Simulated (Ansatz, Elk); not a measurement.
**NbSi: X-ray structure factors from the self-consistent density**

The structure of NbSi used here is made up (a known structure type with other elements) and was relaxed beforehand with PBE. The aim is the Fourier transform of its all-electron density, F(hkl), set beside the sum over free spherical atoms that refinements use.

Method: DFT, PBE, all-electron APW+lo, Dirac cores, scalar-relativistic bands, static density, no spin, in Elk 11.2.3 (patched build).

This account leaves out most program logs.

The structure was built from a prototype and need not be the compound's stable phase.

## 1. The starting structure

It takes space group Fm-3m (No. 225, cubic). The conventional cell has a = 5.148 Å, b = 5.148 Å, c = 5.148 Å, α = 90.00°, β = 90.00°, γ = 90.00°. Nb has 6 Si at 2.57 Å nearest. Nearest to Si lie 6 Nb at 2.57 Å. Farther neighbours are not listed.

Coordinates:

```cif
data_structure
_symmetry_space_group_name_H-M 'P 1'
_symmetry_Int_Tables_number 1
_cell_length_a 3.6399
_cell_length_b 3.6399
_cell_length_c 3.6399
_cell_angle_alpha 60.000
_cell_angle_beta 60.000
_cell_angle_gamma 60.000
_cell_volume 34.10
loop_
_atom_site_label
_atom_site_type_symbol
_atom_site_fract_x
_atom_site_fract_y
_atom_site_fract_z
_atom_site_occupancy
Nb1 Nb 0.50000 0.50000 0.50000 1
Si2 Si 0.00000 0.00000 0.00000 1
```

## 2. Ground state and structure factors

An all-electron density is needed, since X-rays see the cores too. Task 0 finds the density and task 195 Fourier-transforms it; tshift is off so that phases refer to the origin typed.

Contents of elk.in:

```
tasks
  0
  195

xctype
  20

spinpol
  .false.

rgkmax
  7.0

gmaxvr
  14.0

lmaxo
  7

lmaxapw
  8

swidth
  0.002

tshift
  .false.

ramdisk
  .false.

hmaxvr
  5.5

maxscl
  120

epspot
  1e-06

sppath
  './'

avec
  -0.00000000000 4.86379634259 4.86379634259
  4.86379634259 0.00000000000 4.86379634259
  4.86379634259 4.86379634259 -0.00000000000

atoms
  2
  'Nb.in'
  1
  0.5000000000 0.5000000000 0.5000000000   0.000000 0.000000 0.000000
  'Si.in'
  1
  -0.0000000000 0.0000000000 0.0000000000   0.000000 0.000000 0.000000

ngridk
  8 8 8
```

Launch:

```sh
$ OMP_NUM_THREADS=4 elk
```

Elapsed: 6.1 s, on 4 threads of Arm Neoverse V2, shared host; peak memory 0.16 GiB.

SFACRHO.OUT:

```text

h k l indices transformed by vhmat matrix:
   1.000000000       0.000000000       0.000000000    
   0.000000000       1.000000000       0.000000000    
   0.000000000       0.000000000       1.000000000    

      h      k      l  multipl.   |H|            Re(F)            Im(F)           |F|

      0      0      0      1   0.0000000       54.999999      0.29934582E-17   54.999999    
     -1      0      0      8   1.1187553      -23.267587     -0.40485666E-14   23.267587    
     -1      0     -1      6   1.2918274       42.179676      0.79008227E-14   42.179676    
      1      0     -1     12   1.8269198       37.156930     -0.30477901E-14   37.156930    
     -2     -1     -2     24   2.1422534      -18.971115     -0.16489614E-13   18.971115    
      0      2      0      8   2.2375107       34.064099     -0.64393207E-14   34.064099    
     -2      0     -2      6   2.5836548       31.962855      0.12094603E-13   31.962855    
      0     -2      1     24   2.8154725      -16.450431     -0.28585616E-14   16.450431    
     -2      1     -1     24   2.8886138       30.002660      0.56796688E-14   30.002660    
     -3     -2     -3     24   3.1643179       28.433856      0.21506249E-13   28.433856    
     -3      0      0      8   3.3562660      -15.015185     -0.77866470E-14   15.015185    
      1     -2     -2     24   3.3562660      -15.097568     -0.78143939E-14   15.097568    
     -4     -2     -2     12   3.6538396       25.964383      0.19788646E-13   25.964383    
      1      2     -2     48   3.8212769      -14.120624      0.11121152E-13   14.120624    
     -3     -3     -4     24   3.8754822       24.937300      0.23857413E-13   24.937300    
      3      0      3      6   3.8754822       25.009640     -0.14354876E-13   25.009640    
     -1     -3     -4     24   4.0851169       24.060990      0.18492902E-13   24.060990    
      0     -4     -1     24   4.2355393      -13.405716     -0.11266680E-13   13.405716
```

Elk indexes on the primitive cell of elk.in and gives |H| = 4π sin θ/λ in inverse bohr. Below, one row stands for each form hkl of the conventional cell (m members, Friedel mates merged), F is for one primitive cell and the density is static (no thermal factor). Free-atom factors are Waasmaier and Kirfel's, and R is Σm||F|−|F'||/Σm|F|.

```tsv
hkl	m	sin θ/λ (Å⁻¹)	abs F, DFT	neutral atoms	diff.
111	8	0.168	23.268	23.586	-0.318
200	6	0.194	42.180	42.370	-0.191
220	12	0.275	37.157	37.331	-0.174
311	24	0.322	18.971	18.831	+0.140
222	8	0.337	34.064	34.097	-0.033
400	6	0.389	31.963	31.736	+0.227
331	24	0.423	16.450	16.366	+0.084
420	24	0.434	30.003	29.896	+0.107
422	24	0.476	28.434	28.391	+0.043
333	8	0.505	15.015	15.027	-0.012
511	24	0.505	15.098	15.027	+0.071
440	12	0.549	25.964	25.999	-0.034
531	48	0.575	14.121	14.159	-0.039
442	24	0.583	24.937	25.001	-0.064
600	6	0.583	25.010	25.001	+0.008
620	24	0.614	24.061	24.095	-0.034
533	24	0.637	13.406	13.485	-0.080
622	24	0.644	23.204	23.260	-0.056
444	8	0.673	22.398	22.485	-0.087
711	24	0.694	12.863	12.896	-0.034
551	24	0.694	12.826	12.896	-0.070
640	24	0.700	21.697	21.761	-0.064
```

## 3. The highest occupied states alone

An energy window below the Fermi level keeps the highest occupied states, to see at which angles they scatter; shallow core shells can lie inside it and anion s states outside. No new self-consistency is needed.

elk.in, as its differences from that of step 2:

```diff
@@ -1,3 +1,2 @@
 tasks
-  0
   195
@@ -40,2 +39,5 @@
 
+wsfac
+  -0.190490 0.660750
+
 sppath
```

Launch:

```sh
$ OMP_NUM_THREADS=4 elk
```

The job ended after 2.3 s (4 threads; peak memory 0.16 GiB; 3.2 s of CPU time).

States within 15 eV below the Fermi level hold 9.00 electrons; any levels below the window count with the cores. Their amplitudes can exceed the total, where window and core parts have opposite phase:

```tsv
hkl	sin θ/λ (Å⁻¹)	abs F, window	abs F, all
111	0.168	0.144	23.268
200	0.194	1.377	42.180
220	0.275	0.137	37.157
311	0.322	0.290	18.971
222	0.337	0.076	34.064
400	0.389	0.083	31.963
331	0.423	0.006	16.450
420	0.434	0.012	30.003
422	0.476	0.019	28.434
333	0.505	0.112	15.015
```

## 4. Another functional

The difference from free atoms is small, so it is set against the change that PBEsol makes.

elk.in, as its differences from that of step 3:

```diff
@@ -1,2 +1,3 @@
 tasks
+  0
   195
@@ -4,3 +5,3 @@
 xctype
-  20
+  22
 
@@ -39,5 +40,2 @@
 
-wsfac
-  -0.190490 0.660750
-
 sppath
```

Launch:

```sh
$ OMP_NUM_THREADS=4 elk
```

The job ended after 6.3 s (4 threads; peak memory 0.16 GiB).

Against the first run R = 0.03 %; the largest change is -0.011 at 200.

## 5. Basis size

A smaller basis shows how fast F responds to it; the change is likely larger than the basis error of the first run, but doesn't show convergence.

elk.in, as its differences from that of step 4:

```diff
@@ -5,3 +5,3 @@
 xctype
-  22
+  20
 
@@ -11,3 +11,3 @@
 rgkmax
-  7.0
+  5.5
```

Launch:

```sh
$ OMP_NUM_THREADS=4 elk
```

The job ended after 6.1 s (4 threads; peak memory 0.16 GiB).

Against the first run R = 0.02 %; the largest change is +0.038 at 222.

## 6. Basis size

The basis and the expansions that go with it are enlarged, to see whether the differences are converged.

elk.in, as its differences from that of step 5:

```diff
@@ -11,12 +11,12 @@
 rgkmax
-  5.5
+  8.5
 
 gmaxvr
-  14.0
+  18.0
 
 lmaxo
-  7
+  9
 
 lmaxapw
-  8
+  10
```

Launch:

```sh
$ OMP_NUM_THREADS=4 elk
```

Elapsed: 12 s, on 4 threads; peak memory 0.16 GiB; 25 s of CPU time.

Against the first run R = 0.01 %; the largest change is +0.006 at 440.

## 7. Settings against the effect

```tsv
run	R against the first run (%)	R against neutral atoms, low angle (%)	wall time
PBE, rgkmax 7	0.00	0.65	6.1 s
PBEsol	0.03	0.66	6.3 s
rgkmax 5.5	0.02	0.69	6.1 s
rgkmax 8.5 with larger expansions	0.01	0.65	12 s
```

## 8. Summary of results

```
R against neutral atoms, sin θ/λ < 0.3 Å⁻¹ : 0.65 %
R against neutral atoms, 0.3 to 0.82 Å⁻¹   : 0.29 %
```

Independent neutral atoms miss the calculated amplitudes by R = 0.65 % below 0.3 Å⁻¹ and 0.29 % from there to 0.82 Å⁻¹; by shells, 0.65 % 0.15 to 0.3 (3 forms), 0.47 % 0.3 to 0.45 (5 forms), 0.25 % above 0.45 (23 forms). Bonding, aspherical density and the tables' own atoms all enter these figures, and the runs don't part them. The largest change of an amplitude is -0.32 electrons, at 111. The window's part falls from 9.0 electrons at the origin to at most 0.14 between 0.45 and 0.82 Å⁻¹. Below 0.3 Å⁻¹ the changes that finished (PBEsol, rgkmax 5.5 and rgkmax 8.5 with larger expansions) move F by R = 0.04 % at most, against the 0.65 % that separates it from free atoms. The k-mesh has no finished test. These runs have no spin, though d or f shells may be open. Part of the difference isn't bonding: the tables are fits to free atoms and ions calculated by other methods than this functional. Thermal motion, anomalous dispersion and extinction are left out.

[Logs are printed without paths, hosts, clocks, repeated set-up lines and the standing remarks that a program may print on its own settings, such as how far it seeks lower states.]

[Hosts, paths, dates, database ids (printed as entryN), source tags and the programs' standing remarks are cut or masked in the printed files.]
